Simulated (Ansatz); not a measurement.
## From HSE06 to G0W0: Y2Ti2O7 (Fd-3m)

Aim: the quasiparticle gap of Y2Ti2O7 (Fd-3m), starting from HSE06.

Calculated with Ansatz 0.2.0; HSE06, then G0W0 on it, plane waves, PAW.

**Experimental background.**

- Gap 3.44 eV: direct optical gap from Tauc plot; UV-Vis-NIR transmission; bulk crystal (floating-zone single crystal wafer, 1 mm thick) (“Structural, optical and mechanical properties of Y2Ti2O7 single crystal”, 2020, arxiv:2006.07359).

In doubt: masses and optical values from hybrid runs of this build are listed as unsure (step 3), which bears on the screening that GW takes from such a start.

**1. The starting structure**

The structure is cubic, space group Fd-3m (No. 227). Conventional cell: a = 10.099 Å, b = 10.099 Å, c = 10.099 Å, α = 90.00°, β = 90.00°, γ = 90.00°. Nearest to Y lie 8 O at 2.19 to 2.48 Å. Nearest to Ti lie 6 O at 1.96 Å. O has 2 Ti at 1.96 Å and 2 Y at 2.48 Å nearest. Nearest to O lie 4 Y at 2.19 Å. Farther neighbours and most contacts between anions are not listed.

Geometry: measured cell, ions relaxed with r2SCAN. The runs that relaxed it are not among those shown. The default PAW set here is soft_2. Its files were made with PBE.

**2. HSE06 levels on the mesh and at listed points**

HSE06 mixes in a quarter of exact exchange at short range.

This step: DFT, HSE06, plane waves, PAW.

input.yaml reads:

```yaml
crystal:
  lattice:
    - [0.0, 5.0493, 5.0493]
    - [5.0493, 0.0, 5.0493]
    - [5.0493, 5.0493, 0.0]
  atoms:
    - { symbol: "Y", position: [0.125, 0.125, 0.125] }
    - { symbol: "Y", position: [0.625, 0.125, 0.125] }
    - { symbol: "Y", position: [0.125, 0.125, 0.625] }
    - { symbol: "Y", position: [0.125, 0.625, 0.125] }
    - { symbol: Ti, position: [0.625, 0.625, 0.625] }
    - { symbol: Ti, position: [0.125, 0.625, 0.625] }
    - { symbol: Ti, position: [0.625, 0.625, 0.125] }
    - { symbol: Ti, position: [0.625, 0.125, 0.625] }
    - { symbol: O, position: [0.5453943878, 0.9546056122, 0.9546056122] }
    - { symbol: O, position: [0.7046056122, 0.2953943878, 0.7046056122] }
    - { symbol: O, position: [0.9546056122, 0.5453943878, 0.5453943878] }
    - { symbol: O, position: [0.2953943878, 0.7046056122, 0.2953943878] }
    - { symbol: O, position: [0.9546056122, 0.5453943878, 0.9546056122] }
    - { symbol: O, position: [0.7046056122, 0.7046056122, 0.2953943878] }
    - { symbol: O, position: [0.5453943878, 0.9546056122, 0.5453943878] }
    - { symbol: O, position: [0.2953943878, 0.2953943878, 0.7046056122] }
    - { symbol: O, position: [0.7046056122, 0.2953943878, 0.2953943878] }
    - { symbol: O, position: [0.9546056122, 0.9546056122, 0.5453943878] }
    - { symbol: O, position: [0.2953943878, 0.7046056122, 0.7046056122] }
    - { symbol: O, position: [0.5453943878, 0.5453943878, 0.9546056122] }
    - { symbol: O, position: [0.0, 0.0, 0.0] }
    - { symbol: O, position: [0.25, 0.25, 0.25] }
kpoints:
  mp_grid: { grid: [4, 4, 4] }
  band_path:
    path:
      - [0.0, 0.0, 0.0]
      - [0.5, 0.0, 0.5]
      - [0.625, 0.25, 0.625]
      - [0.375, 0.375, 0.75]
      - [0.5, 0.5, 0.5]
      - [0.5, 0.25, 0.75]
    npoints: 1
hamiltonian:
  xc: hse06
scf:
  occupations: { method: fixed }
  n_extra_bands: 11
output:
  eigenvalues: true
```

On the command line:

```bash
$ ansatz run input.yaml --threads 32 --pin off --max-ram 129024MiB --backend cuda --events-out ev --progress --plain --runs-dir out --devices 1 --max-vram 157GiB  # rebuilt from the run's record
```

Numbers of over 12 decimals in the logs are rounded to 6 here.

The log of the run:

```text
scf.n_extra_bands = 11 over 88 filled bands (N_el = 176.0): the run solves 99 bands
GPUs: using 1 of 1 available (devices: 1).
Engine: ansatz 0.2.0, aarch64-unknown-linux-gnu
Pseudopotentials: kind: paw
Pseudopotential: Y, paw, valence charge 11, recommended cutoff 420 eV (normal), Y.paw.azcp
Pseudopotential: Ti, paw, valence charge 12, recommended cutoff 420 eV (normal), Ti.paw.azcp
Pseudopotential: O, paw, valence charge 6, recommended cutoff 420 eV (normal), O.paw.azcp
Functional definition: HSE06
  parameter a = 0.25
  parameter omega = 0.11/bohr
  exchange = pbe_x - a*pbe_x_sr(omega) + a*exact_x_sr(omega)
  correlation = pbe_c
davidson cushion auto → on  (no smearing: the cushion is to keep the highest requested band from converging to the state above it; pin scf.eigensolver.cushion to override)
[...]
Crystal: 22 atoms, lattice volume = 257.468 Å³
Basis set: ecut = 420 eV, 5029 PW (Γ)
Bands: 99, of which v1, the nominal top of the filled ones, is band 88 counted from 1 (87 counted from 0)
Symmetry: 48 space group operations
Space group: Fd-3m (ITA 227), of the structure as read, at distance tolerance 6.4e-5 Å
k-points: 8 of 64
Non-local potential: Y, projectors of the file, l = 0: 3, l = 1: 2, l = 2: 2, l = 3: 1
Non-local potential: Ti, projectors of the file, l = 0: 3, l = 1: 2, l = 2: 3, l = 3: 1
Non-local potential: O, projectors of the file, l = 0: 2, l = 1: 2, l = 2: 1
PAW form: soft (Blöchl's): semilocal exchange-correlation on the pseudo side does not see the compensation charge
PAW frozen core: Y, regenerated for the run's functional, and the local potential with it (the file was generated under x = pbe(κ = 0.804, μ = 0.219515), c = pbe(β = 0.066725))
PAW frozen core: Ti, regenerated for the run's functional, and the local potential with it (the file was generated under x = pbe(κ = 0.804, μ = 0.219515), c = pbe(β = 0.066725))
PAW frozen core: O, regenerated for the run's functional, and the local potential with it (the file was generated under x = pbe(κ = 0.804, μ = 0.219515), c = pbe(β = 0.066725))
PAW one-centre angular grid: Y, 590 points (default); XC on 64 Gauss nodes
PAW one-centre angular grid: Ti, 590 points (default); XC on 64 Gauss nodes
PAW one-centre angular grid: O, 110 points (default); XC on 96 Gauss nodes
Initial density: superposition of atomic densities (neutral atoms: chi_scale 0, normalization atom), corrected by the library's trained network
Initial wavefunctions: pseudopotential atomic-orbital guess
[...]
Functional: x = pbe(κ = 0.804, μ = 0.219515), c = pbe(β = 0.066725), warm-up for x = pbe(κ = 0.804, μ = 0.219515) + 0.25 (exact − pbe) at short range (hse, ω = 0.207870 Å⁻¹), c = pbe(β = 0.066725); HSE06 as pw.x's `hse` composes it (authors' and Libxc's form: `xc: wpbeh`)
SCF iter   1: F=—  HF=-33376.116266 eV  |F-HF|=—  |Δ(HF+E_count)|=         —  Δρ=2.74e-3  dr2=1.59e-2  ethr=1.77e-3  ⟨swp⟩=5.0  Hψ=3452  notcnv=0
preconditioner: auto → none  [insulator: Δε(μ)=2.911 eV  Ē_g=11.888 eV  n_scr=64 (ndim 8)  ℏωp=27.0 eV  f_vac=0.019]
SCF iter   2: F=—  HF=-33376.131141 eV  |F-HF|=—  |Δ(HF+E_count)|=   1.49e-2  Δρ=2.85e-3  dr2=2.05e-2  ethr=9.05e-6  ⟨swp⟩=5.0  Hψ=3026  notcnv=0
[...]
SCF iter   4: F=-33376.128816 eV  HF=-33376.128796 eV  |F-HF|=1.92e-5  |Δ(HF+E_count)|=   2.52e-4  Δρ=3.98e-4  dr2=2.51e-4  ethr=1.23e-7  ⟨swp⟩=4.1  Hψ=3830  notcnv=0
eigensolver tolerance schedule calibrated: the retry pair's looser diagonalisation under-reported the residual by θ = 0.14 (0.12/decade); ethr = c·dr2/N_el runs at the constant in force after the calibration composes with the one it found (an armed cap, an earlier calibration), c = 6.5e-2
SCF 1 stopped early in 4 iterations: F = -33376.128816 eV  dr2 = 2.51e-4
  greatest PAW one-centre occupation: 0.999 electrons in one spin orbital (limit 2), on the Ti atom at site 5 (counted from 0), in its partial waves of l = 0
[...]
hybrid outer 1: dexx = +1.707e-1 eV, tail = 3.76e-4 eV
[...]
SCF 3 converged in 4 iterations: F = -33382.968491 eV  dr2 = 8.69e-8
hybrid outer 2: dexx = +1.113e-5 eV, tail = 3.23e-7 eV, Δε = 2.69e-3 eV (about 8.65e-5 eV left of the loop's levels)
[...]
Frozen-core exchange: fock
Harris-Foulkes:  -33382.968492 eV  (|F-HF|=1.03e-8)
Internal energy: -33382.968492 eV  (E = F + TS)
E sigma→0 (E₀):  -33382.968492 eV
Fermi energy:    8.613701 eV
--- Per-component energies (eV) ---
  E_band       = -1377.961635
  E_kinetic    = 4788.590197
  E_local      = -10105.840738  (includes V_loc(G=0)·N_el)
  E_nonlocal   = 846.806363
  E_hartree    = 3723.873241
  E_xc         = -1712.238094
  E_vxc        = -2090.022320  (∫ρ·V_xc dr)
  E_exx        = -541.808800  (= α·E_x^exact, valence–valence)
  E_paw        = -17577.511559  (= ΣΔE_a)
  E_vpaw       = -1181.663623  (= ΣTr[D̂ρ^β])
  E_aug_tail   = 0.035310  (compensation charges beyond the density's cutoff)
  E_ewald      = -12802.291042
  E_core_change = -2.583369  (= ΣΔE_core)
  E_smearing   = -0.000000  (= −TS)
  E_closure    = -0.000000  (closes the sum)
  Σ components = -33382.968492   (vs F -33382.968492, Δ=0.00e0)
--- Band table (eV; the first three rows and the last of 8) ---
  k-point 0: bands = ["-51.9252", "-51.9161", "-51.9161", "-51.9161", "-34.0584", "-33.9844", "-33.9844", "-33.9844", "-26.6358", "-26.5989", "-26.5989", "-26.5989", "-26.5822", "-26.5822", "-26.4838", "-26.4838", "-26.4838", "-26.4730", "-26.4730", "-26.4730", "-14.7782", "-13.1396", "-13.1396", "-13.1396", "-13.0932", "-13.0932", "-12.6418", "-12.6418", "-12.6418", "-12.5715", "-12.5715", "-12.5715", "-10.4788", "- [...]
  k-point 1: bands = ["-51.9243", "-51.9170", "-51.9161", "-51.9161", "-34.0508", "-33.9923", "-33.9844", "-33.9844", "-26.6256", "-26.5930", "-26.5930", "-26.5879", "-26.5719", "-26.5719", "-26.4980", "-26.4980", "-26.4943", "-26.4838", "-26.4749", "-26.4749", "-14.6407", "-13.2613", "-13.1326", "-13.1326", "-13.0479", "-13.0479", "-12.9245", "-12.6882", "-12.6882", "-12.6178", "-12.6178", "-12.5718", "-10.2319", "- [...]
  k-point 2: bands = ["-51.9230", "-51.9184", "-51.9161", "-51.9161", "-34.0403", "-34.0031", "-33.9845", "-33.9845", "-26.6190", "-26.5906", "-26.5906", "-26.5451", "-26.5439", "-26.5371", "-26.5371", "-26.5346", "-26.5346", "-26.4838", "-26.4753", "-26.4753", "-14.4395", "-13.5320", "-13.1438", "-13.1438", "-13.0710", "-12.8810", "-12.8810", "-12.8734", "-12.8734", "-12.6272", "-12.6272", "-12.5721", "-9.8258", "-9 [...]
  k-point 7: bands = ["-51.9206", "-51.9206", "-51.9161", "-51.9161", "-34.0218", "-34.0218", "-33.9845", "-33.9845", "-26.5910", "-26.5910", "-26.5737", "-26.5737", "-26.5391", "-26.5391", "-26.5378", "-26.5378", "-26.5004", "-26.5004", "-26.4917", "-26.4917", "-14.0397", "-14.0397", "-13.1251", "-13.1251", "-12.9645", "-12.9645", "-12.8961", "-12.8961", "-12.7019", "-12.7019", "-12.6968", "-12.6968", "-9.4649", "-9 [...]
```

Elapsed: 20 s, on 1 × NVIDIA GB200 with 32 threads of Arm Neoverse V2, shared host; peak memory 3 GiB; 6.1 min of CPU time.

Reading the cycles: dr2 is the Hartree energy of the density residual (eV), the measure of convergence; HF is the Harris–Foulkes estimate of the energy, which meets the free energy F at convergence.

Numbers from this step:

| Quantity | Value |
| --- | --- |
| gap | 4.495 eV |
| valence top at | X |
| conduction bottom at | Γ |
| least direct gap | 4.513 eV |
| exact-exchange fraction | 0.25 |

Over mesh and listed points the gap is 4.495 eV, from k = (0.500, 0.000, 0.500) to k = Γ. The least direct gap found is 4.513 eV, at k = Γ.

**3. The quasiparticle correction**

G0W0 replaces the xc potential by a self-energy built once from the orbitals of the start. Levels are corrected in the window of bands that the input names, at points of the mesh.

This step: G0W0 on HSE06, plane waves, PAW.

input.yaml: that of step 2 with these lines changed.

```diff
@@ -30,17 +30,12 @@
   mp_grid: { grid: [4, 4, 4] }
-  band_path:
-    path:
-      - [0.0, 0.0, 0.0]
-      - [0.5, 0.0, 0.5]
-      - [0.625, 0.25, 0.625]
-      - [0.375, 0.375, 0.75]
-      - [0.5, 0.5, 0.5]
-      - [0.5, 0.25, 0.75]
-    npoints: 1
 hamiltonian:
   xc: hse06
+  pseudopotentials: { kind: paw, source: ansatz }
 scf:
   occupations: { method: fixed }
-  n_extra_bands: 11
-output:
-  eigenvalues: true
+gw:
+  n_empty_bands: 1531
+  ecut_chi: 190.0
+  qp_bands: [v4, c4]
+  qp_kpoints: band_edges
+  screening: { model: contour_deformation }
```

The log of the run:

```text
GPUs: using 1 of 1 available (devices: 1).
[...]
Crystal: 22 atoms, lattice volume = 257.468 Å³
Basis set: ecut = 930 eV, 16529 PW (Γ)
Bands: 110, of which v1, the nominal top of the filled ones, is band 88 counted from 1 (87 counted from 0)
Symmetry: 48 space group operations
[...]
k-points: 8 of 64
[...]
SCF iter   1: F=—  HF=-33387.809979 eV  |F-HF|=—  |Δ(HF+E_count)|=         —  Δρ=9.98e-2  dr2=3.95e1  ethr=1.00e-1  ⟨swp⟩=3.0  Hψ=2629  notcnv=0
[...]
SCF iter   2: F=—  HF=-33391.420134 eV  |F-HF|=—  |Δ(HF+E_count)|=    3.61e0  Δρ=2.01e-1  dr2=1.28e2  ethr=2.25e-2  ⟨swp⟩=4.1  Hψ=2717  notcnv=0  recentre
[...]
SCF iter   8: F=-33378.769231 eV  HF=-33378.769339 eV  |F-HF|=1.07e-4  |Δ(HF+E_count)|=   1.57e-4  Δρ=2.22e-4  dr2=1.23e-4  ethr=8.36e-7  ⟨swp⟩=3.0  Hψ=2135  notcnv=0
SCF 1 stopped early in 8 iterations: F = -33378.769231 eV  dr2 = 1.23e-4
[...]
Exchange kernel: α = 0.2500, screened, ω = 0.2079 Å⁻¹, Wigner–Seitz truncation, v(0) = 1046.9172 eV·Å³, q-mesh 4×4×4, nearest image of the exchange supercell L = 28.56 Å, pair-density grid 40×40×40, without the augmentation charges, whose exchange is taken in its separable form by FFT convolution over the k-point mesh (sized by the pseudopotential files, 60×60×60 at the most), smooth part of the exact exchange by density-matrix convolution in up to 59.54 GiB of GPU memory as planned if the GPU has room (build and FFT work areas not counted)
Frozen-core exchange: fock
[...]
hybrid outer 1: dexx = +1.510e-1 eV, tail = 1.22e-4 eV
[...]
SCF 3 converged in 4 iterations: F = -33385.584578 eV  dr2 = 8.56e-8
[...]
0    92     13.3681   -12.9517    -6.8890   -20.3990  0.7611    13.9306    13.9264  root
     1    85      7.9782   -25.5605     3.9260   -21.6001  0.7674     7.9437     7.9437  root
     1    86      8.1109   -25.9648     3.8752   -22.0630  0.7712     8.0843     8.0844  root
     1    87      8.4007   -26.2462     3.7998   -22.4394  0.7739     8.3938     8.3938  root
     1    88      8.4007   -26.2462     3.7998   -22.4394  0.7739     8.3938     8.3938  root
     1    89     13.3063   -13.1687    -6.6805   -20.4186  0.7643    13.8799    13.8757  root
     1    90     13.3063   -13.1687    -6.6805   -20.4186  0.7643    13.8799    13.8757  root
     1    91     13.4616   -12.8466    -6.4351   -19.8105  0.7640    13.9940    13.9903  root
     1    92     13.5508   -13.1020    -6.8376   -20.4840  0.7582    14.0994    14.0953  root
     2    85      8.1437   -25.6424     3.9828   -21.6364  0.7658     8.1205     8.1205  root
     2    86      8.1437   -25.6424     3.9828   -21.6364  0.7658     8.1205     8.1205  root
     2    87      8.2437   -26.1278     3.8653   -22.2438  0.7729     8.2250     8.2251  root
     2    88      8.2437   -26.1278     3.8653   -22.2438  0.7729     8.2250     8.2251  root
     2    89     13.3540   -13.1960    -6.7122   -20.4755  0.7627    13.9255    13.9213  root
     2    90     13.3540   -13.1960    -6.7122   -20.4755  0.7627    13.9255    13.9213  root
     2    91     13.4858   -13.3042    -6.6047   -20.4602  0.7606    14.0412    14.0372  root
     2    92     13.5482   -13.1210    -6.4878   -20.1483  0.7608    14.0917    14.0877  root
     3    85      7.9934   -25.6657     3.8352   -21.8084  0.7689     7.9712     7.9712  root
     3    86      7.9934   -25.6657     3.8352   -21.8084  0.7689     7.9712     7.9712  root
     3    87      8.4818   -26.1959     3.8640   -22.3249  0.7722     8.4748     8.4748  root
     3    88      8.4818   -26.1959     3.8640   -22.3249  0.7722     8.4748     8.4748  root
     3    89     13.4021   -13.1861    -6.6360   -20.3787  0.7632    13.9627    13.9587  root
     3    90     13.4303   -12.8751    -6.7100   -20.1305  0.7629    13.9797    13.9757  root
     3    91     13.4857   -12.6363    -6.4629   -19.6155  0.7656    14.0055    14.0020  root
     3    92     13.5380   -13.3879    -6.5234   -20.4721  0.7617    14.1029    14.0988  root
     4    85      7.9749   -25.7969     3.9032   -21.8607  0.7693     7.9419     7.9419  root
     4    86      8.0821   -26.0047     3.8571   -22.1200  0.7714     8.0545     8.0545  root
     4    87      8.3392   -25.7733     3.9486   -21.8092  0.7678     8.3237     8.3237  root
     4    88      8.5074   -26.0605     3.9397   -22.1129  0.7700     8.4996     8.4996  root
     4    89     13.4174   -13.0404    -6.6546   -20.2418  0.7627    13.9680    13.9641  root
     4    90     13.4849   -13.0132    -6.6090   -20.1691  0.7629    14.0358    14.0318  root
     4    91     13.5477   -13.3002    -6.6912   -20.5422  0.7593    14.1025    14.0985  root
     4    92     13.5862   -12.9192    -6.4689   -19.9127  0.7618    14.1145    14.1108  root
     5    85      8.0021   -25.7946     3.8664   -21.8927  0.7700     7.9665     7.9666  root
     5    86      8.0631   -25.7537     3.9282   -21.7980  0.7689     8.0355     8.0355  root
     5    87      8.3452   -25.9073     3.9286   -21.9633  0.7695     8.3297     8.3297  root
     5    88      8.3776   -26.0529     3.9136   -22.1234  0.7704     8.3616     8.3616  root
     5    89     13.4082   -13.0036    -6.6620   -20.2129  0.7629    13.9594    13.9555  root
     5    90     13.4115   -13.0201    -6.6266   -20.2009  0.7640    13.9697    13.9657  root
     5    91     13.5531   -13.4882    -6.6077   -20.6534  0.7595    14.1147    14.1105  root
[...]
6    89     13.5454   -12.7607    -6.4757   -19.7605  0.7642    14.0731    14.0694  root
     6    90     13.5454   -12.7607    -6.4757   -19.7605  0.7642    14.0731    14.0694  root
     6    91     13.6410   -13.3700    -6.6891   -20.6035  0.7576    14.1895    14.1854  root
     6    92     13.6410   -13.3700    -6.6891   -20.6035  0.7576    14.1895    14.1854  root
     7    85      8.0744   -25.9907     3.9457   -22.0097  0.7706     8.0391     8.0391  root
     7    86      8.0744   -25.9907     3.9457   -22.0097  0.7706     8.0391     8.0391  root
     7    87      8.4180   -25.7949     3.9370   -21.8492  0.7678     8.4092     8.4092  root
     7    88      8.4180   -25.7949     3.9370   -21.8492  0.7678     8.4092     8.4092  root
     7    89     13.4360   -13.0354    -6.6301   -20.2104  0.7629    13.9847    13.9808  root
     7    90     13.4360   -13.0354    -6.6301   -20.2104  0.7629    13.9847    13.9808  root
     7    91     13.6312   -12.9896    -6.5348   -20.0498  0.7603    14.1605    14.1567  root
     7    92     13.6312   -12.9896    -6.5348   -20.0498  0.7603    14.1605    14.1567  root
```

Wall time 6.3 min (1 × NVIDIA GB200 with 32 threads); peak memory 13 GiB; 30 min of CPU time.

Numbers from this step:

```
bands summed                                    : 1619
RPA ε∞ on this mesh (eigenvalues)               : 4.222, 4.222, 4.222
plane waves in the screening matrix             : 1471
q-points in the mesh                            : 64
G0W0 gap over the corrected points              : 5.068 eV
k of the valence top                            : 0, -0.5, -0.5
k of the conduction bottom                      : 0, 0, 0
starting gap on the mesh                        : 4.491 eV
Z at the valence top                            : 0.7703
Z at the conduction bottom                      : 0.7683
least direct G0W0 gap over the corrected points : 5.088 eV
```

Over all 8 irreducible mesh points the G0W0 gap is 5.068 eV, from k = (0.000, -0.500, -0.500) to k = Γ. The HSE06 gap of this run on the mesh is 4.491 eV. The two states that bound the G0W0 gap lie that far apart at the start, so the correction of the gap is 5.068 − 4.491 = +0.577 eV. The start of this run differs from the step before in files (soft_2 PAW and hard PAW) and plane-wave cutoff (420 eV and 930 eV). The program's warnings for this run: metallic iterate.

Labels follow the order of the start: v1 is the top filled band, c1 the lowest empty one; levels that stay degenerate share a row, the window can cut a multiplet, doubted levels are not marked in this list, bands outside the window were not corrected, and the list may be a part of the corrected levels. Levels before and after the correction, in eV, zero at the valence-band top of each column:

|  | conduction bottom | valence top |
| --- | --- | --- |
| HSE06 | 4.49 | 0.00 |
| G0W0 | 5.07 | 0.00 |

|  | level | occupation | energy (eV) |
| --- | --- | --- | --- |
| HSE06 | Γ v3-v1 | 2 | -0.020 |
| HSE06 | Γ c1-c2 | 0 | 4.491 |
| HSE06 | Γ c3 | 0 | 4.704 |
| HSE06 | (0 -0.5 -0.5) v3 | 2 | -0.618 |
| HSE06 | (0 -0.5 -0.5) v2-v1 | 2 | 0.000 |
| HSE06 | (0 -0.5 -0.5) c1-c2 | 0 | 4.904 |
| HSE06 | (0 -0.5 -0.5) c3 | 0 | 5.000 |
| G0W0 | Γ v3-v1 | 2 | -0.020 |
| G0W0 | Γ c1-c2 | 0 | 5.068 |
| G0W0 | Γ c3 | 0 | 5.201 |
| G0W0 | (0 -0.5 -0.5) v3 | 2 | -0.665 |
| G0W0 | (0 -0.5 -0.5) v2-v1 | 2 | 0.000 |
| G0W0 | (0 -0.5 -0.5) c1-c2 | 0 | 5.430 |
| G0W0 | (0 -0.5 -0.5) c3 | 0 | 5.546 |

The parts of the quasiparticle energy for the two states that bound the G0W0 gap, in eV on the run's own scale (QP = start + Σx + Σc − Vxc, with Σc at the quasiparticle energy):

| edge | k | band | start | Σx | Σc | Vxc | Z | QP |
| --- | --- | --- | --- | --- | --- | --- | --- | --- |
| valence top | (0.000, -0.500, -0.500) | 87 | 8.641 | −26.162 | 3.942 | −22.218 | 0.770 | 8.640 |
| conduction bottom | Γ | 89 | 13.132 | −13.036 | −6.630 | −20.241 | 0.768 | 13.707 |

For a hybrid start, Vxc holds its share of exact exchange.

(Part 1 of 2 ends here.)

[Paths, hosts, dates, memory and timing lines, banners, echoed tables and standing remarks are left out of the program output.]

[Logs are printed without paths, hosts, clocks, repeated set-up lines and the standing remarks that a program may print on its own settings, such as how far it seeks lower states.]

[Runs of the session that timed out or met a known fault of the program may be left out.]

[Cells called generated may have been cut or substituted from an entry of the Crystallography Open Database or the Materials Project.]

[Hosts, paths, dates, database ids (printed as entryN), source tags and the programs' standing remarks are cut or masked in the printed files.]

[Where an RPA ε∞ is given, it is that of the G0W0 mesh and is not shown converged in it. Names of k-points follow the symmetry that the program found, which can be lower than the space group named. Band edges on a path are those of the sampled points; other points can move an edge, and change direct to indirect where valleys lie close.]

[Hybrid gaps are those of their k-mesh and are not shown converged in it.]
